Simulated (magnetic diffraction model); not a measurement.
# Solving a magnetic structure from powder neutron data: NdV₂O₄F

Space group P4/mmm (no. 123), a = 3.4160 Å, c = 7.9880 Å.

```csv
site,atom,x,y,z
1a,Nd,0,0,0
2h,V,1/2,1/2,0.2727
1b,F,0,0,1/2
4i,O,0,1/2,0.1627
```

This is a made-up structure (elements placed in a structure type, unrelaxed), so the numbers test the method and describe no known phase.

Only Nd and V are taken to order (form factors of Nd3+ and V3+); orders and moment sizes are assumed, and not adapted to the symmetry. Radiation: neutrons of λ = 1.909 Å, 8° to 90°; isotropic B of 0.2 Å² (Nd), 0.35 Å² (V), 0.33 Å² (F) and 0.32 Å² (O). Simulated constant-wavelength pattern: nuclear and magnetic terms add, the magnetic one as |2.695 fm × Σ f S⊥ exp(2πi Q·r) exp(−B s²)|², summed over all Q at one angle with the factor 1/(sin²θ cos θ). For collinear order S is the moment m, which repeats by lattice and centring translations R with the sign exp(−2πi k·R). Free-ion form factors, Sears's scattering lengths of 1992, no absorption; a label names one of the reflections at its angle. The strongest nuclear line in the range is 100, and lines under 0.2 are left out.

Above the ordering temperature:

```csv
2θ (°),index,I
13.73,(0 0 1),100.0
27.65,(0 0 2),1.5
32.45,(1 0 0),36.8
35.38,(1 0 1),1.2
42.01,(0 0 3),26.1
43.15,(1 0 2),34.8
46.55,(1 1 0),10.7
48.77,(1 1 1),17.2
54.07,(1 0 3),0.8
55.01,(1 1 2),87.1
64.49,(1 1 3),68.8
67.24,(1 0 4),20.5
67.95,(2 0 0),65.8
69.71,(2 0 1),20.3
73.38,(0 0 5),3.1
74.86,(2 0 2),1.1
76.66,(1 1 4),60.2
77.33,(2 1 0),17.3
79.01,(2 1 1),0.7
82.53,(1 0 5),0.2
83.20,(2 0 3),35.7
83.97,(2 1 2),25.2
```

Below it (cell unchanged):

| 2θ (°) | I |
| --- | --- |
| 13.73 | 108.0 |
| 27.65 | 7.2 |
| 32.45 | 62.8 |
| 35.38 | 8.4 |
| 42.01 | 26.3 |
| 43.15 | 34.9 |
| 46.55 | 10.7 |
| 48.77 | 23.6 |
| 54.07 | 5.1 |
| 55.01 | 96.9 |
| 64.49 | 69.9 |
| 67.24 | 23.5 |
| 67.95 | 66.0 |
| 69.71 | 23.1 |
| 73.38 | 3.4 |
| 74.86 | 5.4 |
| 76.66 | 60.6 |
| 77.33 | 21.8 |
| 79.01 | 3.9 |
| 82.53 | 0.6 |
| 83.20 | 36.6 |
| 83.97 | 26.2 |

**Question.** Find the propagation vector, then choose among these models:
A. collinear moments along [001], 2.5 μB on Nd and 1.52 μB on V; signs + at (0, 0, 0), − at (1/2, 1/2, 0.2727), − at (1/2, 1/2, 0.7273)
B. collinear moments along [111], 2.5 μB on Nd and 1.52 μB on V; signs + at (0, 0, 0), − at (1/2, 1/2, 0.2727), − at (1/2, 1/2, 0.7273)
C. collinear moments along [111], 2.5 μB on Nd and 1.52 μB on V; signs + at (0, 0, 0), + at (1/2, 1/2, 0.2727), + at (1/2, 1/2, 0.7273)
D. collinear moments along [001], 2.5 μB on Nd and 1.52 μB on V; signs + at (0, 0, 0), + at (1/2, 1/2, 0.2727), + at (1/2, 1/2, 0.7273)

No line moves, and magnetic intensity falls on nuclear lines such as the one at 32.45°, so the magnetic cell equals the chemical primitive cell: k = 0.

Magnetic intensity, observed (below minus above) and for each model:

| 2θ (°) | index | observed | A | B | C | D |
| --- | --- | --- | --- | --- | --- | --- |
| 13.73 | (0 0 1) | 8.0 | <0.2 | 8.0 | 4.1 | <0.2 |
| 27.65 | (0 0 2) | 5.7 | <0.2 | 5.7 | <0.2 | <0.2 |
| 32.45 | (1 0 0) | 26.0 | 30.0 | 26.0 | <0.2 | <0.2 |
| 35.38 | (1 0 1) | 7.2 | 7.9 | 7.2 | 12.6 | 13.7 |
| 43.15 | (1 0 2) | 0.1 | 0.1 | 0.1 | 17.0 | 16.0 |
| 46.55 | (1 1 0) | 0.1 | 0.1 | 0.1 | 10.1 | 11.7 |
| 55.01 | (1 1 2) | 9.9 | 10.2 | 9.9 | 0.3 | 0.3 |
| 83.97 | (2 1 2) | 1.0 | 1.1 | 1.0 | 6.2 | 6.9 |

Model B matches.

The structure used: k = (0 0 0), collinear moments along [111], 2.5 μB on Nd and 1.52 μB on V; signs + at (0, 0, 0), − at (1/2, 1/2, 0.2727), − at (1/2, 1/2, 0.7273).

[Logs are printed without paths, hosts, clocks, repeated set-up lines and the standing remarks that a program may print on its own settings, such as how far it seeks lower states.]
